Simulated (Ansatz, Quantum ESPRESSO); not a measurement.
# WS2 [001], 2H: uniaxial strain and lateral response

The c axis is held at a set length while the cell relaxes sideways. How do the lateral strain and the stress follow? The strained cell has c along the load; unstrained it is a = 3.1537 Å, b = 3.1537 Å, c = 12.1349 Å, α = 90.00°, β = 90.00°, γ = 120.00°, with 6 atoms.

Calculated with Quantum ESPRESSO 7.5, PBE-D3(BJ), PseudoDojo 0.4.1 norm-conserving potentials, cutoff 1170 eV, Fermi–Dirac smearing 0.02 eV, k-mesh 10×10×3, no spin polarisation, no spin-orbit coupling.

Relaxed positions at 0 %:

```csv
atom,x,y,z
W,0.3333,0.6667,0.2500
W,0.6667,0.3333,0.7500
S,0.3333,0.6667,0.6202
S,0.6667,0.3333,0.1202
S,0.3333,0.6667,0.8798
S,0.6667,0.3333,0.3798
```

```
ε_c (%)   a (Å)    c (Å)  ε_a (%)  σ (GPa, tension positive)
     −3  3.1582  11.7708    0.144                      −2.55
     −2  3.1565  11.8922    0.089                      −1.56
     −1  3.1551  12.0135    0.044                      −0.71
      0  3.1537  12.1349    0.000                       0.02
      2  3.1521  12.3775   −0.050                       1.07
      3  3.1515  12.4989   −0.070                       1.47
```

**Question.** Fit both responses and give the free strain and the stress at +1 %, a row left out above.

Least squares with y = y0 + y1 ε + y2 ε² (ε in %) gives ε_a = 0.003 + (−0.0355) ε + (0.0039) ε² and σ = 0.01 + (0.666) ε + (−0.062) ε² GPa. The linear terms put the ratio of free to applied strain at −0.035 and the Young modulus at 67 GPa.

At +1 % the free strain comes out as −0.029 %. The run itself gives −0.025 %, so the estimate misses by 0.004 %; the fitted rows themselves lie up to 0.003 % off the law.

The stress comes out as 0.62 GPa. The run itself gives 0.59 GPa, so the estimate misses by 0.03 GPa; the fitted rows themselves lie up to 0.03 GPa off the law.

The negative ε² term means that the crystal stiffens in compression and softens in tension.

The same fit over all rows at other levels or in other programs gives the strain ratio = −0.035 with PBE-D3(BJ) (Ansatz) and −0.040 with PBE-D3(BJ) (Quantum ESPRESSO, GBRV).

[Logs are printed without paths, hosts, clocks, repeated set-up lines and the standing remarks that a program may print on its own settings, such as how far it seeks lower states.]
